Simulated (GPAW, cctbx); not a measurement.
# By hand: from a DFT structure factor to an extinction distance in SrYCdAsS6

SrYCdAsS6, F-43m (no. 216), a = 9.9125 Å, b = 9.9125 Å, c = 9.9125 Å, α = 90.00°, β = 90.00°, γ = 90.00°.

| atom | mult. | x | y | z |
| --- | --- | --- | --- | --- |
| Cd1 | 4 | 1/4 | 3/4 | 3/4 |
| Y1 | 4 | 1/2 | 0 | 0 |
| Sr1 | 4 | 1/4 | 1/4 | 3/4 |
| As1 | 4 | 0 | 0 | 0 |
| S1 | 24 | 1/2 | 0.2626 | 0 |

The start was made by putting kin elements into a known structure type; the compound need not exist, or be stable, in this form.

A DFT run (GPAW, PBE, 450 eV, 4×4×4 k-points, Fermi–Dirac width 0.05 eV) gives the static X-ray structure factor of 020 as 62.741 e for the conventional cell; superposed free atoms give 60.768 e. **Problem.** Find the Fourier component V of the crystal potential and the two-beam extinction distance at 300 kV in both cases.

**1. Geometry**

The cell volume is Ω = 973.97 Å³ and d(020) = 4.9563 Å, so g = 1/d = 0.2018 Å⁻¹.

**2. The nuclei**

Electrons feel nuclei as well as electrons, so the nuclear charges are summed with the same phases.

Phase sums Σ exp(2πi h·x), turned so that the total is real and positive: Cd -4.000, Y +4.000, Sr -4.000, As +4.000, S +8.100. Then F_Z = 48 × (-4.000) + 39 × (+4.000) + 38 × (-4.000) + 33 × (+4.000) + 16 × (+8.100) = 73.59 e. The electron term has the same sign for this reflection.

**3. Mott–Bethe**

Poisson's equation, term by term, gives V = (e/4πε₀)(F_Z − F)/(πΩg²), with e/4πε₀ = 14.3996 V Å.

The prefactor is 14.3996 × 4.9563²/(π × 973.97) = 0.11560 V per electron. Free atoms: (73.59 − 60.768) × 0.11560 = 1.483 V. Crystal: (73.59 − 62.741) × 0.11560 = 1.255 V. F changes by +3.25 % and V by -15.4 %: the same 1.97 e is measured against F_Z − F = 12.8 e in place of F = 60.8 e.

**4. Extinction distance**

In the two-beam case ξ = 1/(λU) with U = 2γm₀eV/h², that is ξ = 150.41 V Å²/(γλV).

At 300 kV, λ = 0.01969 Å and γ = 1.5871. Free atoms: ξ = 3246 Å. Crystal: ξ = 3837 Å. The thickness fringes go as sin²(πt/ξ), so the two patterns slip by a quarter of a period when t|1/ξ₁ − 1/ξ₀| = 1/4, at t ≈ 528 nm. Thermal motion, absorption and many-beam coupling, left out here, change a real pattern.

**5. Answer**

V(020) is 1.25 V against 1.48 V, and ξ is 3837 against 3246 Å. Limits: static atoms, two beams.
